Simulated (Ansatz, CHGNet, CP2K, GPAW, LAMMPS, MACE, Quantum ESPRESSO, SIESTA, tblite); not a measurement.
**Liquid mixture of dimethylformamide and H2O at 300 K (102 atoms): other programs against plane waves**

One geometry of liquid mixture of dimethylformamide and H2O at 300 K (102 atoms) is solved by several programs and methods. How far do their forces lie from a plane-wave PBE run?

Results are calculated, not measured.

### Step 1. The structure

The cell holds 102 atoms (15 C, 5 N, 19 O and 63 H), with edges of 10.19, 10.19 and 10.19 Å. Recipe: 5 dimethylformamide, 14 H2O placed at random, at 0.97 g/cm³; overlaps pushed apart, then 10 ps at 450 K with MMFF94 bonds, angles, torsions, charges and radii (Halgren, J. Comput. Chem. 17, 490 (1996)) in harmonic and 12-6 forms; SPC/E water (Berendsen, Grigera and Straatsma, J. Phys. Chem. 91, 6269 (1987)). Snapshot after 20 ps at 300 K and fixed volume. The density is 0.97 g/cm³.

### Step 2. The reference input

Quantum ESPRESSO 7.5: Kohn-Sham DFT, PBE, SSSP efficiency 1.3.0 pseudopotentials, plane waves. Its input, pw.in:

```
&control
  calculation = 'scf'
  pseudo_dir = './pseudo'
  outdir = './tmp'
  disk_io = 'none'
  tprnfor = .true.
  tstress = .true.
/
&system
  ibrav = 0
  nat = 102
  ntyp = 4
  ecutwfc = 60
  ecutrho = 480
  nosym = .true.
  occupations = 'smearing'
  smearing = 'fd'
  degauss = 0.003675
/
&electrons
  conv_thr = 5.1e-07
  electron_maxstep = 100
  mixing_beta = 0.4
  mixing_mode = 'plain'
  diagonalization = 'david'
/
ATOMIC_SPECIES
C 12.011 C.upf
N 14.007 N.upf
O 15.999 O.upf
H 1.008 H.upf
CELL_PARAMETERS angstrom
10.18782 0.00000 0.00000
0.00000 10.18782 0.00000
0.00000 0.00000 10.18782
ATOMIC_POSITIONS crystal
C 0.79614 0.54605 0.42409
N 0.89790 0.46975 0.35410
C 0.85219 0.40594 0.23543
C 0.02878 0.48058 0.39040
[... 96 atom lines left out ...]
H 0.25052 0.91052 0.63644
H 0.33539 0.96306 0.51103
K_POINTS gamma
```

```console
$ OMP_NUM_THREADS=1 mpirun -np 2 pw.x -in pw.in > output.txt
```

The job ended after 1.8 min (2 MPI ranks of Arm Neoverse V2, shared host; peak memory 2.5 GiB).

It converged with an r.m.s. force component of 0.89 eV/Å and a pressure of 0.79 GPa.

Its highest filled and lowest empty levels lie 3.68 eV apart on its k-points.

### Step 3. The other programs

- CHGNet: machine-learned potential, published weights.
- CP2K 2026.2: Gaussian basis with GTH pseudopotentials and a plane-wave density; labels give functional, basis (MOLOPT sets; SR short-range, UZH the newer set with its own potentials), grid cutoff/relative cutoff and solver (OT: orbital transformation; TRS4, TC2, SIGN: linear-scaling purification with its sparsity filter), or its built-in tight binding.
- GPAW 26.7.0: PAW with atomic orbitals (LCAO), plane waves or a real-space grid of spacing h.
- MACE: machine-learned potential, published weights.
- Quantum ESPRESSO 7.5: plane waves; labels (QE) give functional, pseudopotential set and cutoffs of waves/density.
- SIESTA 5.4.2: numerical atomic orbitals, whose automatically made sets are far from complete, with PseudoDojo norm-conserving potentials that we converted to its format (checked against plane waves on the same files for H, C, O, Si, Ge and Ca alone); labels give functional, basis size, energy shift and mesh cutoff.
- tblite 0.8.0: extended tight binding, driven from Python.

All use the same cell and atoms, and the electronic-structure runs the same k-mesh.

### Step 4. All runs compared

Differences are against the reference: forces as r.m.s. over components, share as that over the reference's r.m.s. force, slope as the fitted ratio of a run's forces to the reference's.

| run | Δ force, r.m.s. (meV/Å) | share (%) | slope | Δ pressure (GPa) | Δ gap (eV) | cores | CPU time | memory (GiB) |
| --- | --- | --- | --- | --- | --- | --- | --- | --- |
| reference | - | - | - | - | - | 2 | 3.6 min | 2.5 |
| CHGNet 0.3.0 potential | 197 | 22.1 | 0.881 | 0.263 | - | 1 | 4 s | 1.6 |
| CHGNet r2SCAN potential | 275 | 30.9 | 0.836 | -1.65 | - | 1 | 4.2 s | 1.6 |
| CP2K GFN1-xTB, diagonalisation | 321 | 36.0 | 0.979 | -2.39 | - | 1 | 5.2 s | 0.22 |
| CP2K PBE+D3(BJ), DZVP-MOLOPT-SR, 600/50 Ry, diagonalisation | 92.0 | 10.3 | 1.017 | -0.233 | 0.0032 | 2 | 4.3 min | 2.9 |
| CP2K PBE, DZVP-MOLOPT-SR, 210/50 Ry, diagonalisation (coarse) | 109 | 12.2 | 1.018 | 0.505 | 1.0e-4 | 2 | 3 min | 0.77 |
| CP2K PBE, DZVP-MOLOPT-SR, 600/50 Ry, OT DIIS | 91.7 | 10.3 | 1.018 | 0.416 | 0.0032 | 4 | 8.1 min | 2.6 |
| CP2K PBE, DZVP-MOLOPT-SR, 600/50 Ry, diagonalisation | 91.7 | 10.3 | 1.018 | 0.416 | 0.0032 | 2 | 4.3 min | 2.9 |
| CP2K PBE, DZVP-MOLOPT-SR, 600/70 Ry, diagonalisation | 91.7 | 10.3 | 1.018 | 0.416 | 0.0032 | 2 | 6 min | 2.9 |
| CP2K PBE, SZV-MOLOPT-SR, 600/50 Ry, TRS4 filter 1e-04, SCF 1e-05 (coarse) | 1930 | 217 | 1.139 | 8.45 | - | 1 | 49 s | 1.4 |
| CP2K PBE, SZV-MOLOPT-SR, 600/50 Ry, TRS4 filter 1e-05, SCF 1e-06 (coarse) | 1844 | 207 | 1.079 | 8.69 | - | 1 | 92 s | 1.4 |
| CP2K PBE, SZV-MOLOPT-SR, 600/50 Ry, TRS4 filter 1e-07, SCF 1e-07 (coarse) | 1796 | 202 | 1.039 | 8.84 | - | 1 | 2.6 min | 1.4 |
| CP2K PBE, SZV-MOLOPT-SR, 600/50 Ry, diagonalisation (coarse) | 1806 | 203 | 1.048 | 8.81 | -0.908 | 1 | 2.5 min | 2.7 |
| CP2K PBE, TZV2P-UZH, 600/50 Ry, diagonalisation | 62.3 | 7.00 | 0.999 | 0.364 | 0.0081 | 4 | 11 min | 4.3 |
| GPAW PBE, LCAO dzp, h 0.18 Å | 370 | 41.5 | 1.019 | - | -0.0183 | 2 | 62 s | 1.1 |
| GPAW PBE, LCAO dzp, h 0.28 Å (coarse) | 1625 | 182 | 0.994 | - | 0.0141 | 1 | 29 s | 0.37 |
| GPAW PBE, LCAO sz(dzp), h 0.18 Å (coarse) | 2444 | 274 | 0.949 | - | -2.81 | 1 | 23 s | 0.72 |
| GPAW PBE, LCAO szp(dzp), h 0.18 Å (coarse) | 1403 | 157 | 0.898 | - | -1.87 | 1 | 45 s | 0.88 |
| MACE MPA-0 medium potential | 117 | 13.1 | 0.977 | 0.427 | - | 1 | 8.8 s | 1.3 |
| QE PBE, dojo-0.4.1-standard, 60/240 Ry (coarse) | 77.0 | 8.64 | 1.004 | -3.76 | -0.0025 | 2 | 2 min | 0.91 |
| SIESTA PBE, DZP, shift 0.005 Ry, mesh 500 Ry | 361 | 40.5 | 1.056 | 2.39 | -0.0724 | 2 | 3.6 min | 1.7 |
| SIESTA PBE, DZP, shift 0.01 Ry, mesh 500 Ry | 309 | 34.7 | 1.053 | 1.36 | -0.0841 | 2 | 2.6 min | 1.5 |
| SIESTA PBE, SZ, shift 0.01 Ry, mesh 500 Ry (coarse) | 2507 | 281 | 0.962 | 17.4 | -3.01 | 1 | 59 s | 0.68 |
| SIESTA PBE, TZP, shift 0.01 Ry, mesh 500 Ry | 303 | 34.0 | 1.041 | 1.24 | -0.0818 | 2 | 3.2 min | 1.6 |
| tblite GFN1-xTB | 321 | 36.0 | 0.974 | -2.25 | - | 1 | 1.9 s | 0.16 |

Rows marked coarse use a setting chosen to be so.

Times of the machine-learned potentials are mostly Python's start and the loading of weights.

CPU time is summed over cores on shared hosts, so it is rough.

### Step 5. Findings

Forces lie from 7.0 % (CP2K PBE, TZV2P-UZH, 600/50 Ry, diagonalisation) to 281 % (SIESTA PBE, SZ, shift 0.01 Ry, mesh 500 Ry, coarse) of the reference's r.m.s. force of 0.89 eV/Å away from it. The PBE runs in local orbitals, coarse settings apart, differ by 7.0 % (CP2K PBE, TZV2P-UZH, 600/50 Ry, diagonalisation) to 42 % (GPAW PBE, LCAO dzp, h 0.18 Å); basis, grid and potentials can all enter. Tight binding differs by 36 % in each run; it is another model, with fitted parameters of its own, and the xTB methods hold dispersion. Machine-learned potentials differ by 13 % (MACE MPA-0 medium potential) to 31 % (CHGNet r2SCAN potential); they were trained on other programs' data, some at another functional.

Rows with another functional or a dispersion term differ by 10 % (CP2K PBE+D3(BJ), DZVP-MOLOPT-SR, 600/50 Ry, diagonalisation), which mixes the change of model with differences of basis and potentials. Runs with settings chosen to be coarse differ by 8.6 % (QE PBE, dojo-0.4.1-standard, 60/240 Ry) to 281 % (SIESTA PBE, SZ, shift 0.01 Ry, mesh 500 Ry), their programs' other errors included. In GPAW PBE, LCAO dzp, h 0.18 Å the difference has nearly one length on every H (0.61 eV/Å) and points along its bond, outwards: this method prefers longer bonds, and stiff bonds to hydrogen turn a small shift into a large force. From CP2K PBE, DZVP-MOLOPT-SR, 210/50 Ry, diagonalisation to the finer CP2K PBE, DZVP-MOLOPT-SR, 600/70 Ry, diagonalisation the share falls from 12 to 10 %. From GPAW PBE, LCAO dzp, h 0.28 Å to the finer GPAW PBE, LCAO dzp, h 0.18 Å the share falls from 182 to 42 %. Pressures at PBE, coarse settings apart, lie +0.36 to +2.39 GPa from the reference's. Gaps at PBE, coarse settings apart, lie -0.08 to +0.01 eV from the reference's.

**Limits.** With short bonds to hydrogen, sets of potentials differ among themselves by several per cent in forces even at converged cutoffs, so the reference isn't exact here either. The reference's pressure holds the uncorrected Pulay stress of its 60 Ry basis, so small pressure differences, may be the reference's own error. Machine-learned potentials mimic data converged in k, so the reference's own k-point error enters their differences. The network of contacts between molecules at the start is that of the classical potential that made the cell, and needn't be the one that DFT or experiment would give. The reference's PBE has no dispersion term, which matters for the binding between molecules or layers. The density was typed from a rule of thumb and may lie off the real one at this temperature. The electronic-structure runs sample only Γ, in a cell whose shortest periodic width is 10 Å. Where levels are smeared, the DFT runs use Fermi–Dirac occupations at 580 K (0.05 eV), and energies are free energies. The reference's cutoffs and mesh weren't converged further here.

[Long decimals in the printed logs are rounded to 6 places.]

[Logs are printed without paths, hosts, clocks, repeated set-up lines and the standing remarks that a program may print on its own settings, such as how far it seeks lower states.]

[Hosts, paths, dates, database ids (printed as entryN), source tags and the programs' standing remarks are cut or masked in the printed files.]

[Only finished runs are shown, without SIESTA runs on faulty potentials for Cu, Fe, Ni or Zn; cells were taken only where this reference lay near another plane-wave run.]

[The MMFF94 radii named for the starting cell were scaled by 0.96; in molecules described by MMFF94, hydrogen bound to N, O or S took a small fixed 12-6 site in their place.]
